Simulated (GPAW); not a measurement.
Records of electronic-structure calculations.

## Quasiparticle gap of GaAs (F-43m) in GPAW

It takes space group F-43m (No. 216, cubic). The conventional cell has a = 5.654 Å, b = 5.654 Å, c = 5.654 Å, α = 90.00°, β = 90.00°, γ = 90.00°. Nearest to Ga lie 4 As at 2.45 Å. As has 4 Ga at 2.45 Å nearest. Farther neighbours, and contacts between anions beyond the nearest, are not listed.

```yaml
method: DFT, PBE, plane waves, PAW (and 1 further level or step)
program: GPAW 26.7.0
settings: cutoff 450 eV, GPAW PAW setups 1.2.1 data release, 6×6×6 k-mesh, nbands 247
cost: 4 runs, 2.6 min in all on 4 MPI ranks of Arm Neoverse V1, shared host
notes: The cell and positions come from the Crystallography Open Database and are kept as given unless a step says otherwise. Limits: no spin-orbit coupling. The 6×6×6 mesh is coarse for this cell, which bears on the long-range parts of exchange and screening.
pbe_gap: 0.59 eV, direct
g0w0_gap_on_the_mesh: 1.72 eV
gw_settings: 6×6×6 mesh, 237 bands, screening to 175 eV, Godby-Needs plasmon pole
known_limits: short of the basis limit; no spin-orbit coupling; coarse k mesh
```

G0W0 moves the gap on the mesh from 0.59 eV to 1.72 eV (+1.13 eV), with Z of 0.78 and 0.79 at the edges. The dearest step here is «screening and self-energy».

[Long decimals in the printed logs are rounded to 6 places.]

[Logs are printed without paths, hosts, clocks, repeated set-up lines and the standing remarks that a program may print on its own settings, such as how far it seeks lower states.]

[Paths, hosts, dates, memory and timing lines, banners, echoed tables and standing remarks are left out of the program output; an Ansatz launch command may be rebuilt from the run's recorded settings. Measured values are a selection of at most five: reports struck by readers or far from the other reports are left out. None is set beside runs whose start may be inverted or whose files or cutoffs have a known fault.]

[Runs of the session that timed out or met a known fault of the program may be left out.]

[Hosts, paths, dates, database ids (printed as entryN), source tags and the programs' standing remarks are cut or masked in the printed files.]

[Where the starting crystal was built by hand or by swapping elements, it need not be the compound's stable phase.]
